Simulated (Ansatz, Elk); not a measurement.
## BaAgS2: X-ray structure factors from the self-consistent density

Structure refinements treat a crystal as free atoms side by side. For a made-up structure of BaAgS2 (cell and positions from a PBE relaxation) the runs below show what the calculated density changes in F(hkl).

Main program and level: Elk 11.2.3 (patched build); DFT, PBE, all-electron APW+lo, Dirac cores, scalar-relativistic bands, static density, no spin.

This account leaves out most program logs.

The structure was built from a prototype and need not be the compound's stable phase.

## 1. Starting point

The structure is orthorhombic, space group Cmcm (No. 63). The conventional cell has a = 4.425 Å, b = 20.590 Å, c = 4.983 Å, α = 90.00°, β = 90.00°, γ = 90.00°. Nearest to Ba lie 7 S at 3.13 to 3.35 Å. Nearest to Ag lie 4 S at 2.43 to 2.50 Å. S has 3 Ag at 2.43 to 2.50 Å and 2 Ba at 3.19 Å nearest. Nearest to S lie 1 Ag at 2.44 Å and 5 Ba at 3.13 to 3.35 Å. Farther neighbours and most contacts between anions are not listed.

## 2. Ground state and structure factors

An all-electron density is needed, since X-rays see the cores too. Task 0 finds the density and task 195 Fourier-transforms it; tshift is off so that phases refer to the origin typed.

elk.in reads:

```
tasks
  0
  195

xctype
  20

spinpol
  .false.

rgkmax
  7.0

gmaxvr
  14.0

lmaxo
  7

lmaxapw
  8

swidth
  0.002

tshift
  .false.

ramdisk
  .false.

hmaxvr
  5.5

maxscl
  120

epspot
  1e-06

sppath
  './'

avec
  4.18067492596 -19.45453551670 -0.00000000000
  4.18067492596 19.45453551670 0.00000000000
  -0.00000000000 0.00000000000 9.41716322474

atoms
  3
  'Ba.in'
  2
  0.6663876912 0.3336123088 0.7500000000   0.000000 0.000000 0.000000
  0.3336123088 0.6663876912 0.2500000000   0.000000 0.000000 0.000000
  'Ag.in'
  2
  0.9369581818 0.0630418182 0.7500000000   0.000000 0.000000 0.000000
  0.0630418182 0.9369581818 0.2500000000   0.000000 0.000000 0.000000
  'S.in'
  4
  0.0548858906 0.9451141094 0.7500000000   0.000000 0.000000 0.000000
  0.8185676231 0.1814323769 0.7500000000   0.000000 0.000000 0.000000
  0.9451141094 0.0548858906 0.2500000000   0.000000 0.000000 0.000000
  0.1814323769 0.8185676231 0.2500000000   0.000000 0.000000 0.000000

ngridk
  5 5 5
```

Started as:

```console
$ OMP_NUM_THREADS=4 elk
```

It took 1.8 min on 4 threads of Arm Neoverse V2, shared host; peak memory 0.46 GiB.

SFACRHO.OUT:

```text

h k l indices transformed by vhmat matrix:
   1.000000000       0.000000000       0.000000000    
   0.000000000       1.000000000       0.000000000    
   0.000000000       0.000000000       1.000000000    

      h      k      l  multipl.   |H|            Re(F)            Im(F)           |F|

      0      0      0      1   0.0000000       270.00000      0.37865763E-15   270.00000    
     -1      1      0      2  0.32296763       14.264234      0.96993020E-13   14.264234    
     -2      2      0      2  0.64593527      -52.302200      0.47832174E-13   52.302200    
      0      0     -1      2  0.66720573      0.13442576E-13 -0.15944058E-13  0.20854636E-13
      1     -1      1      2  0.74126351       22.708645      0.85034976E-13   22.708645    
     -1      1      1      2  0.74126351      -22.708645      0.95664348E-13   22.708645    
     -1      0      0      4  0.76861104       66.725197      0.31888116E-13   66.725197    
     -1      2      0      4  0.89408004       117.06309      0.41188817E-13   117.06309    
      2     -2     -1      2  0.92865271       115.10742     -0.12456295E-12   115.10742    
     -2      2     -1      2  0.92865271      -115.10742     -0.13319932E-12   115.10742    
      3     -3      0      2  0.96890290       46.632712      0.32220284E-12   46.632712    
      0      1      1      4   1.0178047       128.60538     -0.11293708E-13   128.60538    
      0      1     -1      4   1.0178047      -128.60538     -0.66433575E-15   128.60538    
     -3      2      0      4   1.1030011      -61.373840     -0.82377633E-13   61.373840    
      1     -2     -1      4   1.1155907       46.923969     -0.13685316E-12   46.923969    
      2     -1      1      4   1.1155907      -46.923969      0.96993020E-13   46.923969    
     -3      3      1      2   1.1764082       47.247024      0.13419582E-12   47.247024    
      3     -3      1      2   1.1764082      -47.247024      0.13818184E-12   47.247024
```

Elk indexes on the primitive cell of elk.in and gives |H| = 4π sin θ/λ in inverse bohr. Below, one row stands for each form hkl of the conventional cell (m members, Friedel mates merged), F is for one primitive cell and the density is static (no thermal factor). Free-atom factors are Waasmaier and Kirfel's, and R is Σm||F|−|F'||/Σm|F|.

```csv
hkl,m,sin θ/λ (Å⁻¹),"abs F, DFT",neutral atoms,diff.
020,2,0.049,14.264,14.498,-0.234
040,2,0.097,52.302,52.036,+0.267
001,2,0.100,0.000,0.000,+0.000
021,4,0.112,22.709,22.279,+0.429
110,4,0.116,66.725,66.538,+0.187
130,4,0.135,117.063,117.322,-0.259
041,4,0.140,115.107,116.337,-1.230
060,2,0.146,46.633,45.932,+0.700
111,8,0.153,128.605,128.309,+0.296
150,4,0.166,61.374,61.653,-0.280
131,8,0.168,46.924,47.599,-0.675
061,4,0.177,47.247,47.515,-0.268
151,8,0.194,42.935,42.344,+0.591
080,2,0.194,163.419,163.222,+0.197
002,2,0.201,209.654,209.682,-0.028
170,4,0.204,135.029,135.162,-0.133
022,4,0.206,11.748,11.771,-0.023
081,4,0.219,79.299,79.329,-0.030
042,4,0.223,43.821,43.837,-0.016
200,2,0.226,200.026,200.865,-0.839
171,8,0.227,106.741,106.806,-0.065
220,4,0.231,10.751,11.113,-0.363
```

## 3. The highest occupied states alone

An energy window below the Fermi level keeps the highest occupied states, to see at which angles they scatter; shallow core shells can lie inside it and anion s states outside. No new self-consistency is needed.

Changes to elk.in since step 2:

```diff
@@ -1,3 +1,2 @@
 tasks
-  0
   195
@@ -40,2 +39,5 @@
 
+wsfac
+  -0.284170 0.456830
+
 sppath
```

Started as:

```console
$ OMP_NUM_THREADS=4 elk
```

Elapsed: 35 s, on 4 threads; peak memory 0.29 GiB.

States within 12 eV below the Fermi level hold 49.01 electrons; any levels below the window count with the cores. Their amplitudes can exceed the total, where window and core parts have opposite phase:

```csv
hkl,sin θ/λ (Å⁻¹),"abs F, window","abs F, all"
020,0.049,12.142,14.264
040,0.097,1.438,52.302
001,0.100,0.000,0.000
021,0.112,10.924,22.709
110,0.116,23.008,66.725
130,0.135,3.573,117.063
041,0.140,3.502,115.107
060,0.146,5.795,46.633
111,0.153,9.678,128.605
150,0.166,1.966,61.374
```

## 4. Another functional

The difference from free atoms is small, so it is set against the change that PBEsol makes.

Changes to elk.in since step 3:

```diff
@@ -1,2 +1,3 @@
 tasks
+  0
   195
@@ -4,3 +5,3 @@
 xctype
-  20
+  22
 
@@ -39,5 +40,2 @@
 
-wsfac
-  -0.284170 0.456830
-
 sppath
```

Started as:

```console
$ OMP_NUM_THREADS=4 elk
```

Wall time 1.8 min (4 threads); peak memory 0.43 GiB; 4.9 min of CPU time.

Against the first run R = 0.02 %; the largest change is -0.108 at 080.

## 5. A coarser k-mesh

About half the k-points along each axis test the sampling.

Changes to elk.in since step 4:

```diff
@@ -5,3 +5,3 @@
 xctype
-  22
+  20
 
@@ -66,2 +66,2 @@
 ngridk
-  5 5 5
+  2 2 2
```

Started as:

```console
$ OMP_NUM_THREADS=4 elk
```

Elapsed: 62 s, on 4 threads; peak memory 0.44 GiB.

Against the first run R = 0.02 %; the largest change is +0.050 at 170.

## 6. Settings against the effect

```csv
run,R against the first run (%),"R against neutral atoms, low angle (%)",wall time
"PBE, rgkmax 7",0.00,0.37,1.8 min
PBEsol,0.02,0.38,1.8 min
k-mesh 2×2×2,0.02,0.38,62 s
```

## 7. Summary of results

| Property | Result |
| --- | --- |
| R against neutral atoms, sin θ/λ < 0.3 Å⁻¹ | 0.37 % |
| R against neutral atoms, 0.3 to 0.48 Å⁻¹ | 0.23 % |

What this shows: Independent neutral atoms miss the calculated amplitudes by R = 0.37 % below 0.3 Å⁻¹ and 0.23 % from there to 0.48 Å⁻¹; by shells, 0.72 % below 0.15 Å⁻¹ (7 forms), 0.33 % 0.15 to 0.3 (32 forms), 0.21 % 0.3 to 0.45 (78 forms), 0.31 % above 0.45 (27 forms). Bonding, aspherical density and the tables' own atoms all enter these figures, and the runs don't part them. The largest change of an amplitude is -1.23 electrons, at 041. The window's part falls from 49.0 electrons at the origin to at most 1.19 between 0.45 and 0.48 Å⁻¹, where compact states inside the window still scatter. Below 0.3 Å⁻¹ the changes that finished (PBEsol and k-mesh 2×2×2) move F by R = 0.03 % at most, against the 0.37 % that separates it from free atoms. The basis has no finished test. These runs have no spin, though d or f shells may be open. Part of the difference isn't bonding: the tables are fits to free atoms and ions calculated by other methods than this functional. Thermal motion, anomalous dispersion and extinction are left out.

[Logs are printed without paths, hosts, clocks, repeated set-up lines and the standing remarks that a program may print on its own settings, such as how far it seeks lower states.]

[Hosts, paths, dates, database ids (printed as entryN), source tags and the programs' standing remarks are cut or masked in the printed files.]
